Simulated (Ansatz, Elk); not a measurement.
# Cd2CoN2: X-ray structure factors from the self-consistent density, part 2 of 2

The structure of Cd2CoN2 used here is made up (a known structure type with other elements) and was relaxed beforehand with PBE. The aim is the Fourier transform of its all-electron density, F(hkl), set beside the sum over free spherical atoms that refinements use.

Elk 11.2.3 (patched build); all-electron DFT.

So far: The structure; Ground state and structure factors; The magnetisation density; The highest occupied states alone.

The structure was built from a prototype and need not be the compound's stable phase.

### 5. Another functional

Level of this step: DFT, LDA (Perdew-Wang), all-electron APW+lo, Dirac cores, scalar-relativistic bands, static density, ferromagnetic start (Elk).

The difference from free atoms is small, so it is set against the change that LDA (Perdew-Wang) makes.

File elk.in:

```
tasks
  0
  195
  196

xctype
  3

spinpol
  .true.

rgkmax
  7.0

gmaxvr
  14.0

lmaxo
  7

lmaxapw
  8

swidth
  0.002

tshift
  .false.

ramdisk
  .false.

hmaxvr
  5.5

maxscl
  120

epspot
  1e-06

reducebf
  0.8

sppath
  './'

avec
  -3.26695677992 3.26695677992 11.07417896281
  3.26695677992 -3.26695677992 11.07417896281
  3.26695677992 3.26695677992 -11.07417896281

atoms
  3
  'Cd.in'
  2
  0.6472658944 0.6472658944 0.0000000000   0.000000 0.000000 0.000000
  0.3527341056 0.3527341056 0.0000000000   0.000000 0.000000 0.000000
  'Co.in'
  1
  -0.0000000000 -0.0000000000 -0.0000000000   0.000000 0.000000 -0.080000
  'N.in'
  2
  0.8484490271 0.8484490271 0.0000000000   0.000000 0.000000 0.000000
  0.1515509729 0.1515509729 0.0000000000   0.000000 0.000000 0.000000

ngridk
  8 8 8
```

The run is started by

```sh
$ OMP_NUM_THREADS=4 elk
```

Numbers of over 12 decimals in the logs are rounded to 6 here.

Log:

```text
┌─────────────────────────┐
│ Elk code version 11.2.3 │
└─────────────────────────┘

All units are atomic (Hartree, Bohr, etc.)

┌─────────────────────────────────────────────────┐
│ Ground-state run starting from atomic densities │
└─────────────────────────────────────────────────┘

Lattice vectors :
  -3.266956780       3.266956780       11.07417896
   3.266956780      -3.266956780       11.07417896
   3.266956780       3.266956780      -11.07417896

Reciprocal lattice vectors :
  0.2426167952E-16  0.9616266346      0.2836862818
[...]
Moments :
 interstitial                :   0.2359638906
 muffin-tins
  species : 1 (Cd)
[...]
species : 2 (Co)
[...]
species : 3 (N)
   atom 1                    :   0.1224496563
   atom 2                    :   0.1224496563
 total in muffin-tins        :    1.965081355
 total moment                :    2.201045246

┌──────────────────────────────┐
│ Self-consistent loop stopped │
└──────────────────────────────┘

Warning : core states of species 1 leak from the muffin-tin :   0.2444164216E-03

Warning : core states of species 2 leak from the muffin-tin :   0.6413725424E-02

Wrote STATE.OUT
[key lines of the parts left out:]
total energy                :     -12681.778719605
```

The job ended after 4.8 min (4 threads of Arm Neoverse V1, shared host; peak memory 0.27 GiB).

Against the first run R = 0.04 %; the largest change is -0.085 at 110. The moment goes from 2.26 to 2.20 μB.

### 6. Basis size

The basis and the expansions that go with it are enlarged, to see whether the differences are converged.

elk.in: that of step 5 with these lines changed.

```diff
@@ -6,3 +6,3 @@
 xctype
-  3
+  20
 
@@ -12,12 +12,12 @@
 rgkmax
-  7.0
+  8.5
 
 gmaxvr
-  14.0
+  18.0
 
 lmaxo
-  7
+  9
 
 lmaxapw
-  8
+  10
```

The run is started by

```sh
$ OMP_NUM_THREADS=4 elk
```

Log:

```text
┌─────────────────────────┐
│ Elk code version 11.2.3 │
└─────────────────────────┘

All units are atomic (Hartree, Bohr, etc.)

┌─────────────────────────────────────────────────┐
│ Ground-state run starting from atomic densities │
└─────────────────────────────────────────────────┘

Lattice vectors :
  -3.266956780       3.266956780       11.07417896
   3.266956780      -3.266956780       11.07417896
   3.266956780       3.266956780      -11.07417896

Reciprocal lattice vectors :
  0.2426167952E-16  0.9616266346      0.2836862818
[...]
error                       :   0.6241819269E-02

Moments :
 interstitial                :   0.2202047784
 muffin-tins
  species : 1 (Cd)
[...]
species : 2 (Co)
[...]
species : 3 (N)
   atom 1                    :   0.1207229461
   atom 2                    :   0.1207229461
 total in muffin-tins        :    2.043001619
 total moment                :    2.263206397

RMS change in Kohn-Sham potential (target) :   0.1319713638E-03 (  0.1000000000E-05)
Absolute change in total energy (target)   :   0.4105786229E-03 (  0.1000000000E-03)

┌──────────────────┐
│ Loop number : 16 │
└──────────────────┘
[key lines of the parts left out:]
total energy                :     -12694.934911480
```

The job ended after 12 min (4 threads; peak memory 0.81 GiB).

The run was cut off at its time limit.

### 7. With a Hubbard U

A Hubbard U is put on the d shell, to see how far it moves the factors.

elk.in: that of step 6 with these lines changed.

```diff
@@ -12,12 +12,12 @@
 rgkmax
-  8.5
+  7.0
 
 gmaxvr
-  18.0
+  14.0
 
 lmaxo
-  9
+  7
 
 lmaxapw
-  10
+  8
 
@@ -68 +68,5 @@
   8 8 8
+
+dft+u
+  1 1
+  2 2 0.121273 0.000000
```

The run is started by

```sh
$ OMP_NUM_THREADS=4 elk
```

Log:

```text
┌─────────────────────────┐
│ Elk code version 11.2.3 │
└─────────────────────────┘

All units are atomic (Hartree, Bohr, etc.)

┌─────────────────────────────────────────────────┐
│ Ground-state run starting from atomic densities │
└─────────────────────────────────────────────────┘

Lattice vectors :
  -3.266956780       3.266956780       11.07417896
   3.266956780      -3.266956780       11.07417896
   3.266956780       3.266956780      -11.07417896

Reciprocal lattice vectors :
  0.2426167952E-16  0.9616266346      0.2836862818
[...]
error                       :   0.8730034940E-02

Moments :
 interstitial                :   0.2041557655
 muffin-tins
  species : 1 (Cd)
[...]
species : 2 (Co)
[...]
species : 3 (N)
   atom 1                    :   0.1360396749
   atom 2                    :   0.1360396749
 total in muffin-tins        :    2.586097172
 total moment                :    2.790252937

RMS change in Kohn-Sham potential (target) :   0.2583158588E-02 (  0.1000000000E-05)
Absolute change in total energy (target)   :   0.2939777444E-01 (  0.1000000000E-03)

┌──────────────────┐
│ Loop number : 15 │
└──────────────────┘
[key lines of the parts left out:]
total energy                :     -12694.793735444
```

Wall time 7.3 min (4 threads); peak memory 0.49 GiB.

The run was cut off at its time limit.

### 8. Settings against the effect

| run | R against the first run (%) | R against neutral atoms, low angle (%) | wall time |
| --- | --- | --- | --- |
| PBE, rgkmax 7 | 0.00 | 0.58 | 9.8 min |
| LDA (Perdew-Wang) | 0.04 | 0.54 | 4.8 min |

### 9. Results

```json
{
 "R against neutral atoms, sin θ/λ < 0.3 Å⁻¹": "0.58 %",
 "R against neutral atoms, 0.3 to 0.83 Å⁻¹": "0.29 %"
}
```

**Reading.** Independent neutral atoms miss the calculated amplitudes by R = 0.58 % below 0.3 Å⁻¹ and 0.29 % from there to 0.83 Å⁻¹; by shells, 2.28 % below 0.15 Å⁻¹ (1 form), 0.58 % 0.15 to 0.3 (9 forms), 0.37 % 0.3 to 0.45 (18 forms), 0.28 % above 0.45 (102 forms). Bonding, aspherical density and the tables' own atoms all enter these figures, and the runs don't part them. The largest change of an amplitude is -0.60 electrons, at 103. The magnetic order is that of the start. No other order was tried here, and an antiferromagnetic one would change or move the magnetic intensity. The window's part falls from 39.0 electrons at the origin to at most 2.99 between 0.45 and 0.83 Å⁻¹, where compact states inside the window still scatter. Below 0.3 Å⁻¹ the changes that finished (LDA (Perdew-Wang)) move F by R = 0.09 % at most, against the 0.58 % that separates it from free atoms. The magnetic factors move by R = 5.0 % (LDA (Perdew-Wang)), so they aren't settled to better than that. The basis has no finished test. The k-mesh has no finished test. Part of the difference isn't bonding: the tables are fits to free atoms and ions calculated by other methods than this functional. Thermal motion, anomalous dispersion and extinction are left out.

[Logs are printed without paths, hosts, clocks, repeated set-up lines and the standing remarks that a program may print on its own settings, such as how far it seeks lower states.]

[Hosts, paths, dates, database ids (printed as entryN), source tags and the programs' standing remarks are cut or masked in the printed files.]
